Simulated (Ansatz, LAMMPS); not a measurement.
# Localised basis functions on glassy 44SiO2-56MgO (mol %) (83 atoms)

Wanted: errors and times of a linear-scaling basis for glassy 44SiO2-56MgO (mol %) (83 atoms). A setting counts as converged where the r.m.s. difference of forces stays under 1 % of the r.m.s. force.

Calculated with Ansatz 0.2.0; Kohn-Sham DFT, PBE, PAW (set soft_2), plane waves.

Most raw output is cut from this account.

## Step 1: Set-up

The cell holds 83 atoms: 15 Si, 19 Mg and 49 O. Cell: a = 10.007 Å, b = 10.007 Å, c = 10.007 Å, α = 90.0°, β = 90.0°, γ = 90.0°. 83 atoms (15 Si, 19 Mg, 49 O) placed at random at 2.56 g/cm³, melted at 4000 K for 10 ps at fixed volume with the Morse and Coulomb pair potential with partial charges (Pedone, Malavasi, Menziani, Cormack and Segre, J. Phys. Chem. B 110, 11780 (2006)). Quenched from 4000 K to 300 K at 30 K/ps and fixed volume, held 10 ps at zero pressure.

What the set-up can't give: The quench rate of 30 K/ps far exceeds what a furnace or splat quench reaches, so expect more defects and frozen-in strain than in a real sample. The starting topology of bonds comes from the classical model, and needn't be the one that DFT or experiment would give. Sampling is at Γ alone, for a cell whose shortest periodic width is 10 Å.

## Step 2: Making the structure

A classical potential supplies the starting structure, since it reaches far longer times than DFT.

This step: classical MD, Morse and Coulomb pair potential with partial charges (Pedone, Malavasi, Menziani, Cormack and Segre, J. Phys. Chem. B 110, 11780 (2006)) (LAMMPS 22 Jul 2025 - Update 4).

Contents of in.lmp:

```
# melt-quench of Si15Mg19O49
units metal
atom_style charge
boundary p p p
region box block 0 10.2680 0 10.2680 0 10.2680
create_box 3 box
mass 1 28.0850   # Si
mass 2 24.3050   # Mg
mass 3 15.9990   # O
create_atoms 1 random 15 279241 NULL overlap 1.5 maxtry 2000
create_atoms 2 random 19 279248 NULL overlap 1.5 maxtry 2000
create_atoms 3 random 49 279255 NULL overlap 1.5 maxtry 2000
pair_style hybrid/overlay pedone 5.5 coul/long 8.0
pair_coeff * * coul/long
pair_coeff 1 3 pedone 0.340554 2.006700 2.100000 1   # Si-O
pair_coeff 2 3 pedone 0.038908 2.281000 2.586153 5   # Mg-O
pair_coeff 3 3 pedone 0.042395 1.379316 3.618701 22   # O-O
set type 1 charge 2.4
set type 2 charge 1.2
set type 3 charge -1.2
kspace_style pppm 1.0e-4
neigh_modify delay 0 every 1 check yes
thermo_style custom step time temp pe press density
thermo_modify norm yes
timestep 0.002
thermo 100
min_style cg
minimize 1e-4 1e-4 200 2000
reset_timestep 0
velocity all create 4000 279242 mom yes dist gaussian
fix lim all nve/limit 0.05
fix lan all langevin 4000 4000 0.2 279243 zero yes
thermo 500
run 1000 post no
# [... 7 lines left out ...]
fix md all nvt temp 4000 300 0.2
run 61667 post no
unfix md
thermo 1666
fix md all npt temp 300 300 0.2 iso 0 0 2
run 5000 post no
unfix md
write_dump all custom glass.dump id type xs ys zs modify sort id
```

Command:

```sh
> lmp -in in.lmp -log none -nocite
```

It took 27 s on 1 thread of Arm Neoverse V2, shared host; peak memory 0.071 GiB.

## Step 3: Plane-wave single point

This run is the reference for what follows, at a cutoff of 420 eV.

Contents of input.yaml:

```yaml
crystal:
  lattice:
    - [10.00689, 0.0, 0.0]
    - [0.0, 10.00689, 0.0]
    - [0.0, 0.0, 10.00689]
  atoms:
    - { symbol: Si, position: [0.85841, 0.84181, 0.23096] }
    - { symbol: Si, position: [0.62051, 0.61112, 0.83889] }
    - { symbol: Si, position: [0.32356, 0.33228, 0.02718] }
    - { symbol: Si, position: [0.96035, 0.93886, 0.94175] }
    - { symbol: Si, position: [0.71667, 0.13994, 0.92161] }
    - { symbol: Si, position: [0.50792, 0.78834, 0.50161] }
    - { symbol: Si, position: [0.95442, 0.77135, 0.51095] }
    - { symbol: Si, position: [0.16786, 0.05633, 0.3795] }
[... 71 atom lines left out ...]
    - { symbol: O, position: [0.95218, 0.29147, 0.08442] }
    - { symbol: O, position: [0.20919, 0.94332, 0.27774] }
    - { symbol: O, position: [0.76205, 0.7334, 0.1774] }
    - { symbol: O, position: [0.28675, 0.14852, 0.41824] }
kpoints:
  mp_grid: { grid: [1, 1, 1] }
hamiltonian:
  xc: pbe
scf:
  occupations: { method: fixed }
output:
  forces: true
  stress: true
  populations: true
  dos:
    method: { smearing: { sigma: 0.1 } }
    de: 0.1
    projected: { site_lists: { Mg: [Mg], O: [O], Si: [Si] } }
  eigenvalues: true
  write_density: true
  write_potential: true
  volumetric_format: npy
```

Command:

```sh
> ansatz run input.yaml --threads 4 --pin off --max-ram 8192MiB --backend cpu --events-out ev --progress --plain --runs-dir out
```

Run time: 16 s. Hardware: 4 threads of Arm Neoverse V2, shared host; peak memory 1.3 GiB; 61 s of CPU time.

Numbers from this run:

| Property | Result |
| --- | --- |
| free energy | -73987.7708 eV |
| free energy per atom | -891.4189 eV/atom |
| SCF cycles | 9 |
| pressure | 5.684 GPa |
| r.m.s. force component | 1.457 eV/Å |
| longest force | 6.312 eV/Å |
| Fermi energy | 5.103 eV |
| gap (highest filled to lowest empty level) | 3.148 eV |
| spilling of the projection | 0.01037 |

The r.m.s. force component of 1.5 eV/Å sets the scale for the differences below.

## Step 4: Support functions low

With localised support functions most steps grow linearly with size, though the diagonalisation grows faster unless the density matrix is cut; this run measures error and cost at this size.

This step: Kohn-Sham DFT, PBE, PAW (set soft_2), localised support functions (low) (Ansatz 0.2.0).

input.yaml, the sections that differ from step 3:

```yaml
scf:
  occupations: { method: fixed }
  eigensolver: { kind: { support_functions: { accuracy: low } } }
  max_iter: 150
output:
  forces: true
  eigenvalues: true
# crystal, kpoints, hamiltonian: as in step 3
```

It took 1.7 min on 4 threads; peak memory 2.9 GiB.

The program notes that the band table was not solved further than the SCF left it and it switched symmetry off.

Keys that differ from the reference: support_functions.accuracy = "low" and scf.max_iter = 150.

Forces differ from the reference by 0.69 meV/Å r.m.s., 0.047 % of their size, well within a tolerance of 1 %; the energy by -4.5 meV/atom. It took 1.7 min and 12 cycles; the reference's time can't be set against it, since the two runs asked for unlike analyses.

## Step 5: Support functions medium

The cell is solved in localised support functions. Besides, the program derives a nominal cutoff of 464 eV for this run, against the reference's 420.

This step: Kohn-Sham DFT, PBE, PAW (set soft_2), localised support functions (medium) (Ansatz 0.2.0).

input.yaml, the sections that differ from step 4:

```yaml
scf:
  occupations: { method: fixed }
  eigensolver: { kind: { support_functions: { accuracy: medium } } }
  max_iter: 150
# crystal, kpoints, hamiltonian, output: as in step 4
```

The job ended after 2.3 min (4 threads; peak memory 3.5 GiB).

Keys that differ from the reference: support_functions.accuracy = "medium" and scf.max_iter = 150.

Forces differ from the reference by 0.67 meV/Å r.m.s., 0.046 % of their size, well within a tolerance of 1 %; the energy by -4.5 meV/atom. It took 2.3 min and 13 cycles; the reference's time can't be set against it, since the two runs asked for unlike analyses.

## Step 6: Support functions medium, spacing 0.33 Å

The grid spacing sets how fine a wave the support functions can hold. Besides, the program derives a nominal cutoff of 464 eV for this run, against the reference's 420.

input.yaml, the sections that differ from step 5:

```yaml
scf:
  occupations: { method: fixed }
  eigensolver: { kind: { support_functions: { accuracy: medium, spacing: 0.33 } } }
  max_iter: 150
# crystal, kpoints, hamiltonian, output: as in step 5
```

It took 70 s on 4 threads; peak memory 1.9 GiB; 4.5 min of CPU time.

The program notes that the forces don't sum to zero within tolerance and the grid leaves an egg-box force.

Forces differ from the reference by 29 meV/Å r.m.s., 2.0 % of their size, over a tolerance of 1 %; the energy by -11 meV/atom. It took 70 s and 14 cycles; the reference's time can't be set against it, since the two runs asked for unlike analyses. The setting is coarser than the default on purpose.

## Step 7: Support functions medium, spacing 0.275 Å

input.yaml, the sections that differ from step 6:

```yaml
scf:
  occupations: { method: fixed }
  eigensolver: { kind: { support_functions: { accuracy: medium, spacing: 0.275 } } }
  max_iter: 150
# crystal, kpoints, hamiltonian, output: as in step 6
```

Run time: 99 s. Hardware: 4 threads; peak memory 2.6 GiB; 6.4 min of CPU time.

Forces differ from the reference by 3.3 meV/Å r.m.s., 0.22 % of their size, well within a tolerance of 1 %; the energy by -4.8 meV/atom. It took 99 s and 14 cycles; the reference's time can't be set against it, since the two runs asked for unlike analyses. The setting is coarser than the default on purpose.

## Step 8: What each setting buys

Differences are against the plane-wave reference (Kohn-Sham DFT, PBE, PAW (set soft_2), plane waves), whose r.m.s. force component is 1.46 eV/Å. Energies are set beside the reference only for runs with its functional, potentials and electron count. Times are for 4 threads of Arm Neoverse V2, shared host. The reference's time includes the DOS, the stress and grids, which some other runs skip.

```tsv
run	Δ force, r.m.s. (meV/Å)	share of r.m.s. force (%)	Δ energy (meV/atom)	Δ gap (eV)	cycles	time	host memory (GiB)
reference	-	-	-	-	9	16 s	1.3
support functions low	0.686	0.0471	-4.51	0.0013	12	1.7 min	2.9
support functions medium	0.668	0.0458	-4.47	7.0e-4	13	2.3 min	3.5
support functions medium, spacing 0.33 Å	29.2	2.01	-11.3	-0.0044	14	70 s	1.9
support functions medium, spacing 0.275 Å	3.27	0.224	-4.78	9.0e-4	14	99 s	2.6
```

## Step 9: The reference in detail

With the settings judged, the reference run is read for its physics.

Neighbours are counted within 2.62 Å (O-Mg), 2.12 Å (O-Si).

Length of the force by element and coordination:

```tsv
element	coordination	atoms	mean length of the force (eV/Å)	spread	least	most
Mg	all	19	1.42	0.458	0.707	2.60
Mg	4	10	1.40	0.380	0.829	1.99
Mg	5	6	1.37	0.618	0.707	2.60
Mg	6	3	1.58	0.231	1.27	1.82
O	all	49	2.29	1.20	0.442	6.31
O	2	11	2.06	0.740	1.19	3.27
O	3	26	2.50	1.42	0.543	6.31
O	4	12	2.04	0.912	0.442	3.61
Si	all	15	2.96	1.35	1.23	5.65
```

Löwdin charges by element and coordination (they lack the spilled electrons, 0.068 e an atom on average):

```tsv
element	coordination	atoms	mean charge (e)	spread	least	most
Mg	all	19	1.61	0.0156	1.57	1.63
Mg	4	10	1.60	0.0129	1.59	1.62
Mg	5	6	1.61	0.0143	1.59	1.63
Mg	6	3	1.60	0.0217	1.57	1.62
O	all	49	-1.02	0.143	-1.40	-0.789
O	2	11	-0.855	0.0759	-1.01	-0.789
O	3	26	-1.02	0.0797	-1.09	-0.847
O	4	12	-1.17	0.129	-1.40	-1.06
Si	all	15	1.67	0.0393	1.62	1.77
```

States in the cell by windows of 1 eV, zero at the Fermi level; the larger projections on atomic orbitals stand beside the total:

```tsv
from (eV)	to (eV)	total	O p	Si p
-10	-9	5.0	3.4	0.3
-9	-8	7.1	5.0	0.6
-8	-7	11.4	8.1	1.1
-7	-6	16.1	12.4	1.7
-6	-5	27.1	21.7	2.6
-5	-4	45.5	38.2	3.4
-4	-3	47.8	43.0	1.7
-3	-2	58.1	54.7	1.0
-2	-1	51.7	49.7	0.6
-1	0	22.6	21.8	0.3
0	1	1.5	1.4	0.0
1	3	0.0	0.0	0.0
3	4	2.0	0.1	0.0
4	5	3.9	0.5	0.3
```

With fixed occupations the program's Fermi level is the highest filled level; weight inside the gap is the broadening of levels at its edges.

Between -26 and -10 eV lie 98 more states.

About 153 of the 544 electrons lie in deeper levels, below the stored range.

The levels nearest the highest filled one (over half full), pooled over k-points and spins:

```tsv
level less the highest filled one (eV)	occupation
-0.480	2
-0.367	2
-0.287	2
-0.152	2
-0.0393	2
0	2
3.15	0
4.74	0
4.94	0
5.09	0
5.19	0
5.57	0
```

Valence density in the bc plane at fractional x = 0.701, with atoms of Si and Mg and O within 0.2 Å of it. It is the smooth field of the valence electrons, not physical close to the nuclei.

Ten steps, logarithmic in the rise over the least value, from '0' (0 e/Å³) to '9' (19 e/Å³), each cell a mean:
```
0122222221000257753100000000
1111023453200246642100000000
1222135676310123321111100000
1222124675310001221111110001
1111112443100001232211123200
0000001111000012465311267510
0000000000000013677421267510
0000000000000013576420023200
0001110000111112343210001110
0012221001355322222100001111
5312221112577531012100001125
9721111112577531122210000149
9620000112344321122210000048
5200000111111100111100000014
1000001111000000000000000111
2100011111000000000000001223
2100001111012332100000001233
2100001121124664211111101122
1000001232125665312333210111
0012211121013554212454210000
0135542100001232112343210000
0257753100000112211221100000
0246752100000123432100000000
0134432100000246642100000000
```
Columns run along b (10.0 Å), rows up along c (10.0 Å). Atoms in or near the plane, at fractional coordinates: Si at (0.14, 0.92), Si at (0.57, 0.54), Mg at (0.00, 0.49), O at (0.56, 0.97), O at (0.62, 0.71), O at (0.42, 0.53), O at (0.14, 0.08), O at (0.29, 0.87).

Electrostatic potential energy in the bc plane at fractional x = 0.701, with atoms of Si and Mg and O within 0.2 Å of it. With pseudopotentials it is smooth inside the atoms' cores, unlike the true potential.

Values in eV, 13 rows by 16 columns, each cell a mean:
```
  4 -25 -42 -16   2   8  11   9 -22 -34   2  10  11  10   9   9
  5 -18 -34 -17 -35 -16  11  10   4  -6  -3   6   9   7   6   8
  7   6   4   6  -3   4  10   9   5  -6  -7   5   3 -14 -13   3
  7   9  10  11  10  10  10  10   7 -26 -34   3   0 -30 -27   0
  6   9  10  11  10  10   9   8   1 -14 -12   7   6   2   1   4
-13   3   9   9   7   3 -26 -22 -29 -43 -14   6   9   8   5  -8
-44  -5   8   7   2   1 -20 -16 -19 -31  -7   8   9   8   1 -35
 -9   4   9   9   6   7   9   9   6   5   8  10  10   9   6  -5
  7   8  10   9   7   8  10  11  11  11  11  11  11  10   9   5
  7   7   7   4  -4  -1   7 -12 -13   6   7   8   9   9   9   6
  7   7   5   3  -6  -3   7 -10 -18 -25 -22  -9   0   9   9   8
  9 -10 -32  -2   6   6   9   9  -3 -35 -32  -1   8  10   9   9
  8  -6 -23   0   9  10  10  10  -8 -20   0   8  10  10  10   9
```
Columns run along b (10.0 Å; values clipped at the 3rd and 97th percentile), rows up along c (10.0 Å). Atoms in or near the plane, at fractional coordinates: Si at (0.14, 0.92), Si at (0.57, 0.54), Mg at (0.00, 0.49), O at (0.56, 0.97), O at (0.62, 0.71), O at (0.42, 0.53), O at (0.14, 0.08), O at (0.29, 0.87).

Mean Löwdin charges: Mg +1.61, O -1.02, Si +1.67 e (they miss 1.0 % of the electrons, so they add up to more than the cell's charge).

## Step 10: Distances and neighbours

Bonds and neighbours are counted at the geometry of the runs.

Density 2.76 g/cm³, 12.07 Å³ an atom.

g(r), total and by pair (bins of 0.2 Å):

```tsv
r (Å)	total	O-O	O-Mg	O-Si	Mg-Mg	Mg-Si	Si-Si
1.40	0.05	0.00	0.00	0.25	0.00	0.00	0.00
1.60	2.40	0.00	0.00	11.25	0.00	0.00	0.00
1.80	0.33	0.00	0.37	1.09	0.00	0.00	0.00
2.00	1.39	0.00	5.13	0.00	0.00	0.00	0.00
2.20	0.69	0.00	2.54	0.00	0.00	0.00	0.00
2.40	0.28	0.39	0.45	0.00	0.36	0.00	0.00
2.60	1.31	3.32	0.26	0.00	1.00	0.39	0.00
2.80	0.77	1.45	0.33	0.07	1.92	0.69	0.00
3.00	0.80	1.11	0.23	0.06	2.88	1.51	1.99
3.20	1.13	1.52	0.50	0.43	1.08	2.57	3.17
3.40	1.21	1.11	0.85	0.93	1.52	3.77	0.00
3.60	0.91	0.90	0.96	1.01	0.51	1.19	0.00
3.80	1.21	0.81	1.62	1.83	0.46	0.57	0.72
4.00	1.03	0.51	1.26	1.93	0.56	0.61	0.66
4.20	1.01	0.66	1.09	1.69	0.50	0.95	0.62
4.40	1.20	0.72	1.50	1.83	0.46	0.93	1.64
4.60	0.99	0.70	1.38	0.89	0.73	0.65	2.56
4.80	0.92	0.95	1.13	0.63	0.86	0.85	0.93
```

Bonds by pair of elements; cutoffs follow the first minimum of g(r), held within bounds set by covalent radii, and pairs that aren't listed don't count as bonded:

```tsv
pair A-B	cutoff (Å)	bonds	mean length (Å)	spread (Å)	shortest (Å)	B about A	A about B
O-Mg	2.62	88	2.10	0.151	1.85	1.80	4.63
O-Si	2.12	60	1.61	0.056	1.49	1.22	4
```

How many atoms have how many bonded neighbours:

```tsv
element	mean	2	3	4	5	6
Mg	4.63	0	0	10	6	3
O	3.02	11	26	12	0	0
Si	4	0	0	15	0	0
```

Oxygen atoms by the number of network formers (Si, P, Ge, B, Al, As, Ga) bound to them:

```tsv
network formers bound to O	O atoms	per cent
0	3	6.1
1	32	65.3
2	14	28.6
```

Network units: each former by its oxygen neighbours and how many of them bridge to another former:

```tsv
former	O neighbours	bridging O	atoms
Si	4	1	5
Si	4	2	8
Si	4	3	1
Si	4	4	1
```

For some of the pairs, g(r) has its first main peak near 2.6 Å (O-O), 2.0 Å (O-Mg), 1.6 Å (O-Si), 3.3 Å (Mg-Si) and 3.1 Å (Si-Si). Counting bonds as in the table, 53 % of Mg atoms have 4, 53 % of O atoms have 3 and all Si atoms have 4 bonded neighbours. 29 % of the oxygens bridge two formers (Si) and 65 % are non-bridging; 6 % join none. The commonest Si unit has 4 oxygens, 2 of them shared with other formers (8 of 15 atoms).

A closer look about O82, which has 2 bonded neighbours where the commonest count for O is 3: 9 atoms, nearest first, numbered in the order of the input, with positions taken from that point.

```tsv
atom	x	y	z	distance (Å)	bonds	Löwdin charge (e)	Fx	Fy	Fz (eV/Å)
O82	0.00	0.00	0.00	0.00	2	-0.79	-0.02	-0.91	-0.77
Si1	0.96	1.08	0.54	1.55	4	1.73	0.12	1.26	-0.98
Si11	-0.92	-1.23	-0.44	1.60	4	1.70	-2.31	1.56	-2.72
O47	0.15	2.21	1.29	2.56	4	-1.06	-1.39	2.36	0.25
O62	1.67	1.87	-0.77	2.62	3	-0.85	-0.06	-0.20	2.47
O78	-0.90	-2.43	0.48	2.64	3	-1.03	0.49	-4.16	2.70
O36	-2.49	-0.80	-0.39	2.64	3	-1.08	-0.32	0.64	-0.04
O57	2.06	0.58	1.61	2.67	3	-0.87	1.95	-0.67	0.98
O42	-0.62	-1.71	-2.05	2.74	3	-0.85	1.60	-0.76	0.74
```

The column of bonds counts only the pairs O-Mg within 2.62 Å, O-Si within 2.12 Å; other neighbours, such as metal atoms beside each other in a compound, aren't counted, and periodic images can show an atom twice.

## Step 11: Results

* free energy per atom: -891.4189 eV/atom
* pressure: 5.684 GPa
* r.m.s. force component: 1.457 eV/Å
* gap (highest filled to lowest empty level): 3.148 eV
* wall time of the 5 DFT runs: 7.2 min

Against plane waves at 420 eV, the forces differ by 0.67 meV/Å (0.046 %) with support functions medium. At 83 atoms the fastest of the runs at a preset level, support functions low, takes roughly 6.4 times the time of plane waves (whose run also made extra analyses, so the like-for-like ratio is larger), in 12 SCF cycles against 9. Differences between support functions and plane waves include what basis error the plane-wave run still has.

The highest filled and lowest empty levels differ by 3.15 eV (at Γ alone); a semilocal functional tends to put such gaps too low. In a disordered cell it changes from sample to sample, and tail or defect levels can set it. Counting bonds as in the table, 53 % of Mg atoms have 4, 53 % of O atoms have 3 and all Si atoms have 4 bonded neighbours. 29 % of the oxygens bridge two formers (Si) and 65 % are non-bridging; 6 % join none.

What to keep in mind: The force components of 1.5 eV/Å r.m.s. reflect the temperature of the frame as well as the gap between the generating potential and DFT. The pressure of 5.7 GPa is that of one thermal frame, in which the classical model's bond lengths enter as well as the volume, without the kinetic term.

[Logs are printed without paths, hosts, clocks, repeated set-up lines and the standing remarks that a program may print on its own settings, such as how far it seeks lower states.]

[Hosts, paths, dates, database ids (printed as entryN), source tags and the programs' standing remarks are cut or masked in the printed files.]
